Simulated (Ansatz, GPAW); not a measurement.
# Polarising Mg/V(100) with a field along the normal

The dipole of the cell at several fields, atoms fixed. What does the strongest field give, and what length does the slope stand for?

**Method.** GPAW 26.7.0, plane waves (400 eV), PAW setups, PBE, 10×10 mesh, a dipole layer in the vacuum; geometry relaxed without an applied field with Ansatz 0.2.0. The cell's area is 9.12 Å², and e/ε0 = 180.95 V Å.

The runs, one held back:

| field (V/Å) | dipole (e Å) |
| --- | --- |
| −0.2 | −0.0927 |
| −0.1 | −0.0320 |
| −0.05 | −0.0017 |
| 0.05 | 0.0589 |
| 0.1 | 0.0892 |
| 0.2 | 0.1498 |
| 0.3 | ? |

To predict: What is the dipole at 0.3 V/Å?

Worked answer. A line through the 6 points has the slope α = 0.606 e Å per V/Å and the intercept p₀ = 0.0286 e Å (r.m.s. residual 2.7e−05). At 0.3 V/Å it gives p = 0.0286 + 0.606 × 0.3 = 0.2104 e Å; the run gives 0.2104 e Å, so the response stays linear to 0.0 % of the induced part. Dividing by ε0 and the area: α/(ε0 A) = 0.606 × 180.95 / 9.12 = 12.03 Å, against 7.82 Å between the outer nuclei.

**Limits.** This is the electronic response alone; ions that move would add to it in polar layers. No run was spin-polarised, so magnetic states weren't tested.
